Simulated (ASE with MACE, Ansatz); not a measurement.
# Σ3 (112)[1-10] symmetric tilt boundary in Mo (64 atoms): boundary energy

What is the boundary energy of this cell, counted against the bulk crystal, and how far does it hang on functional and mesh?

Calculated with Ansatz 0.2.0: Kohn-Sham DFT, PBE, PAW (set soft_2), plane waves; cutoff 420 eV, fermi-dirac smearing of 0.1 eV. Cutoffs: 420 eV for PBE and PBEsol; 500 eV for r2SCAN.

**The cells**

The cell holds 64 atoms: 64 Mo. Its edges and angles: a = 5.473 Å, b = 8.938 Å, c = 21.060 Å, α = 90.0°, β = 90.0°, γ = 90.0°. It derives from Mo. The starting structure: Two grains of Mo, one the mirror image of the other in the boundary plane, two boundaries a cell; of 6 trial joints (lateral shifts, openings, close atoms taken out) the lowest after a short relaxation with the MACE-MP-0b2 potential was kept (shift [0, 0] of the surface cell, opening 0.00 Å, one of each pair under 1.64 Å removed), then its atoms and the cell's length along the normal were relaxed with that potential. Lattice constants are starting values near those of PBE.

The bulk reference is Mo2 in a cell of 2 atoms, 15.777 Å³ an atom.

The input of the single point on the relaxed cell:

```yaml
crystal:
  lattice:
    - [5.47328, 0.0, 0.0]
    - [0.0, 8.93783, 0.0]
    - [0.0, 0.0, 21.05994]
  atoms:
    - { symbol: Mo, position: [0.3376, 0.25, 0.0] }
    - { symbol: Mo, position: [0.1646, 0.0, 0.06554] }
    - { symbol: Mo, position: [9.0e-05, 0.25, 0.1259] }
    - { symbol: Mo, position: [0.33123, 1.0, 0.18811] }
    [... 58 atom lines left out ...]
    - { symbol: Mo, position: [0.83325, 0.75, 0.6259] }
    - { symbol: Mo, position: [0.66872, 0.5, 0.56554] }
kpoints:
  mp_grid: { grid: [7, 4, 2] }
hamiltonian:
  xc: pbe
scf:
  occupations: { method: fermi_dirac, width: 0.1 }
output:
  forces: true
  stress: true
  populations: true
  dos:
    method: { smearing: { sigma: 0.08 } }
    de: 0.1
    projected:
      site_lists:
        Mo: [Mo]
        lower_grain: [... 36 sites ...]
        upper_grain: [... 28 sites ...]
  eigenvalues: true
  write_density: true
  write_potential: true
  volumetric_format: npy
```

| cell | formula | k-mesh | relaxation steps | gain on relaxing (eV) | free energy, PBE (eV) | time of its runs on this page |
| --- | --- | --- | --- | --- | --- | --- |
| Sigma3 (112)[1-10] symmetric tilt boundary in Mo | Mo64 | 7×4×2 (relaxed on 4×3×1) | 4 | 0.54 | -317182.449 | 60 s |
| bulk Mo | Mo2 | 17×17×17 | - | - | -9912.065 | 9.1 s |

**Boundary energy**

The excess is the cell's free energy less 32 times that of the bulk cell. It is divided by twice the area, as the cell holds two boundaries, so the value is their mean, and they need not be alike (48.92 Å²), with 1 eV/Å² = 16.022 J/m².

| level | k-mesh | excess (eV) | boundary energy (J/m²) | per area (meV/Å²) |
| --- | --- | --- | --- | --- |
| PBE | 7×4×2 | 3.636 | 0.595 | 37.2 |
| PBE, denser mesh | 8×5×2 | 3.657 | 0.599 | 37.4 |
| r2SCAN | 7×4×2 | 4.365 | 0.715 | 44.6 |
| PBEsol | 7×4×2 | 4.543 | 0.744 | 46.4 |

Worked for the first row at PBE: (-317182.449) − 32 × (-9912.065) = 3.636 eV (from unrounded energies).

Then 3.636 / (2 × 48.92) × 16.022 = 0.595 J/m².

**Findings**

At PBE the boundary energy is 0.60 J/m². At the same geometries the levels give 0.60 (PBE) to 0.74 J/m² (PBEsol) and the denser mesh leaves it within 0.01 J/m². Relaxing the atoms lowered it by 0.089 J/m² from the start (on the 4×3×1 mesh of the relaxation), and the farthest atom moved 0.13 Å.

Limits: The cell edges were held, so the lattice is the typed one for every functional, and the length along the normal is the one that the machine-learned potential gave. Cell and bulk are sampled on unlike meshes, and the error grows with the number of atoms subtracted. These are free energies under a smearing of 0.1 eV, whose entropy term isn't removed. The joint was picked among a few trials by a machine-learned potential, and a lower one may exist. In some runs the program notes that the atoms just miss a symmetry operation.

[Logs are printed without paths, hosts, clocks, repeated set-up lines and the standing remarks that a program may print on its own settings, such as how far it seeks lower states.]

[Hosts, paths, dates, database ids (printed as entryN), source tags and the programs' standing remarks are cut or masked in the printed files.]
